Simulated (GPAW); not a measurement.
# Quasiparticle gap of SiO2 (Quartz) in GPAW, part 2 of 2

How does a plane-wave GW calculation on SiO2 (Quartz) run from the first input to the gap?

GPAW 26.7.0; PBE and many-body steps on it, plane waves. Known limits of the many-body steps: not at the basis limit; coarse k mesh.

So far. Step 3 (Bands along the symmetry lines): The gap is 6.031 eV, as in the run before at this level. Step 4 (Empty states on the mesh, 3×3×4 mesh, 100 bands): On this mesh the gap is 6.031 eV.

### Step 5. Screening and self-energy, 3×3×4 mesh, 90 bands, screening to 50 eV

G0W0 replaces the xc potential by the self-energy, built once from these orbitals. Only a window of levels is corrected, while the sums run over the empty bands that the input names.

This step: G0W0 on PBE, plane waves, PAW.

The input, run.py:

```python
import json
import numpy as np
from gpaw.mpi import world
from gpaw.response.g0w0 import G0W0

gw = G0W0('full.gpw',
    filename='gw',
    kpts=[0, 11],
    bands=(22, 26),
    ecut=50,
    nbands=90,
    integrate_gamma='WS',
    ppa=True)
gw.calculate()
res = {mode: {k: v for k, v in r.items() if k != 'sigma_eskwn'}
       for mode, r in gw.all_results.items()}

if world.rank == 0:
    with open('result.json', 'w') as f:
        json.dump(res, f, default=lambda x: x.tolist())
```

Started as:

```console
mpirun -n 4 gpaw python run.py
```

Numbers of over 12 decimals in the logs are rounded to 6 here.

What it wrote:

```text
Using integrator: PointIntegrator
FrequencyGridDescriptor(from 0.000+0.000j to 0.000+27.211j eV, 2 points)
Nonperiodic BCs:  [False False False]
Using integrator: PointIntegrator
FrequencyGridDescriptor(from 0.000+0.000j to 0.000+27.211j eV, 2 points)
Nonperiodic BCs:  [False False False]
  ___  _ _ _
 |   || | | |
 | | || | | |
 |__ ||_____|
 |___|

BZ k-points: Symmetries present (total): 2

  [... matrices ...]
36 k-points: 3 x 3 x 4 Monkhorst-Pack grid + [0.000000,0.000000,1/8]
14 k-points in the irreducible part of the Brillouin zone
       k-points in crystal coordinates                weights
   0:     0.00000000    0.00000000    0.00000000          1/36
   1:     0.00000000    0.00000000    0.25000000          2/36
   2:     0.00000000    0.00000000    0.50000000          1/36
   3:     0.33333333   -0.33333333   -0.25000000          2/36
   4:     0.33333333   -0.33333333    0.00000000          2/36
   5:     0.33333333   -0.33333333    0.25000000          2/36
   6:     0.33333333   -0.33333333    0.50000000          2/36
   7:     0.33333333    0.00000000   -0.25000000          4/36
   8:     0.33333333    0.00000000    0.00000000          4/36
   9:     0.33333333    0.00000000    0.25000000          4/36
          ...
  13:     0.33333333    0.33333333    0.50000000          2/36

Distributing spins, k-points and bands (1 x 2 x 4) over 4 processes
Number of blocks: 1

Quasi particle states:
k-points (IBZ indices): [0, 11]
Band range: (22, 26)
  [... matrices ...]
Computational parameters:
Plane wave cut-off: 50 eV
Number of bands: 90
Coulomb cutoff: None
Broadening: 0.1 eV

fxc modes: GW
Kernel: RPA
Using Godby-Needs plasmon-pole approximation:
  Fitting energy: i*E0, E0 = 1.000 Hartree
Summing all q:

Calculating screened Coulomb potential
No Coulomb truncation
FrequencyGridDescriptor(from 0.000+0.000j to 0.000+27.211j eV, 2 points)
Removing empty qpoint cache files...

Calculating chi0 body with:
    Ground state adapter containing:
    Number of spins: 1
    Number of kpoints: 36
    Number of irreducible kpoints: 14
    Number of completely occupied states: 24
    Number of partially occupied states: 24
    Occupied states memory: 9.1875 M / cpu

    Linear response parametrization:
    q_c: [0.0, 0.0, 0.0]
    Number of frequency points: 2
    Planewave cutoff: 50.0
    Number of bands: 90
    Number of planewaves: 85
    Broadening (eta): 1e-06
    comm.size: 4
    kncomm.size: 4
    blockcomm.size: 1

    Memory estimate of potentially large arrays:
        chi0_wGG: 0.220490 M / cpu
Integrating chi0 body.

Symmetries of q_c:
    Direct symmetries (Uq -> q): 2
    Indirect symmetries (TUq -> q): 2
In total 4 allowed symmetries.

  [... matrices ...]
14 groups of equivalent kpoints. 61.111111% reduction.

Integral kind: response function
Integrating chi0 head and wings.

Symmetries of q_c:
    Direct symmetries (Uq -> q): 2
    Indirect symmetries (TUq -> q): 2
In total 4 allowed symmetries.

  [... matrices ...]
14 groups of equivalent kpoints. 61.111111% reduction.

Integral kind: response function wings

Calculating chi0 body with:
    Ground state adapter containing:
    Number of spins: 1
    Number of kpoints: 36
    Number of irreducible kpoints: 14
    Number of completely occupied states: 24
    Number of partially occupied states: 24
    Occupied states memory: 9.1875 M / cpu

[... the further q-points ...]

Results:
f:      Occupation numbers
eps:     KS-eigenvalues [eV]
vxc:     KS vxc [eV]
exx:     Exact exchange [eV]
sigma:   Self-energies [eV]
dsigma:  Self-energy derivatives
Z:       Renormalization factors
qp:      QP-energies [eV]

k-point 0 (0): (0.000, 0.000, 0.000)                GW
band       f     eps     vxc     exx   sigma  dsigma       Z      qp
                                                                   GW
  22   1.000   1.072 -20.351 -26.268   4.180  -0.205   0.830  -0.370
  23   1.000   1.072 -20.351 -26.268   4.180  -0.205   0.830  -0.370
  24   0.000   7.421 -12.354  -7.782  -2.964  -0.137   0.879   8.835
  25   0.000  10.688 -11.940  -6.604  -3.079  -0.146   0.873  12.658

k-point 1 (11): (0.333, 0.333, 0.000)                GW
band       f     eps     vxc     exx   sigma  dsigma       Z      qp
                                                                   GW
  22   1.000   0.949 -20.586 -26.568   4.247  -0.207   0.829  -0.489
  23   1.000   1.390 -20.956 -26.823   4.229  -0.205   0.830   0.030
  24   0.000  10.352 -13.759  -8.453  -3.015  -0.151   0.869  12.342
  25   0.000  10.352 -13.759  -8.453  -3.016  -0.151   0.869  12.342
```

Elapsed: 2.1 min, on 4 MPI ranks of Intel Xeon Platinum 8259CL at 2.50GHz (Skylake/Cascade Lake), shared host; peak memory 1.6 GiB.

This step gave:

```yaml
g0w0_gap_on_the_points_computed: 8.805 eV
least_direct_g0w0_gap_on_the_computed_points: 9.205 eV
z_at_the_valence_top: 0.8302
z_at_the_conduction_bottom: 0.8794
starting_gap_on_the_mesh: 6.031 eV
k_of_the_valence_top: 0.3333, 0.3333, 0
k_of_the_conduction_bottom: 0, 0, 0
```

The gap on the mesh goes from 6.03 eV to 8.80 eV, a correction of +2.77 eV.

Limits: finite bands, cutoff and mesh; coarse k mesh. v1 is the top filled band, c1 the lowest empty one. Levels before and after the correction, in eV, zero at the valence-band top of each column:

```tsv
	conduction bottom	valence top
Kohn-Sham	6.03	0.00
G0W0	8.80	0.00
```

```tsv
	level	energy (eV)
Kohn-Sham	Γ v2-v1	-0.318
Kohn-Sham	Γ c1	6.031
Kohn-Sham	Γ c2	9.298
Kohn-Sham	(0.333 0.333 0) v2	-0.441
Kohn-Sham	(0.333 0.333 0) v1	0.000
Kohn-Sham	(0.333 0.333 0) c1-c2	8.962
G0W0	Γ v2-v1	-0.400
G0W0	Γ c1	8.805
G0W0	Γ c2	12.628
G0W0	(0.333 0.333 0) v2	-0.519
G0W0	(0.333 0.333 0) v1	0.000
G0W0	(0.333 0.333 0) c1-c2	12.312
```

### Step 6. Where the time went

Times are wall times on 4 MPI ranks of Intel Xeon Platinum 8259CL at 2.50GHz (Skylake/Cascade Lake), shared host, good to a factor of about two.

```tsv
step	time	share	memory (GiB)
ground state	67 s	18 %	0.93
bands along the symmetry lines	1.9 min	31 %	1.1
empty states on the mesh	61 s	16 %	1.0
screening and self-energy	2.1 min	34 %	1.6
```

### Step 7. Summary of results

```
PBE gap              : 6.03 eV, indirect
G0W0 gap on the mesh : 8.80 eV
GW settings          : 3×3×4 mesh, 90 bands, screening to 50 eV, Godby-Needs plasmon pole
known limits         : not at the basis limit; coarse k mesh
```

**Reading.** G0W0 moves the gap on the mesh from 6.03 eV to 8.80 eV (+2.77 eV), with Z of 0.83 and 0.88 at the edges. Only 2 of the mesh's irreducible points were corrected, so a valley elsewhere could overtake. Bands and cutoff are finite, so the gap is not at the basis limit. The miss can reach some tenths of an eV and take either sign; the mesh is an error of its own. These stock PAW sets were not made for GW. In the G0W0 run levels were corrected at 2 k points alone, so a gap called «on the mesh» is the least over those, and an edge elsewhere would be missed. The 3×3×4 mesh is coarse for this cell, which bears on the long-range parts of exchange and screening.

[Paths, hosts, dates, memory and timing lines, banners, echoed tables and standing remarks are left out of the program output.]

[Logs are printed without paths, hosts, clocks, repeated set-up lines and the standing remarks that a program may print on its own settings, such as how far it seeks lower states.]

[Runs of the session that timed out or met a known fault of the program may be left out.]

[Hosts, paths, dates, database ids (printed as entryN), source tags and the programs' standing remarks are cut or masked in the printed files.]
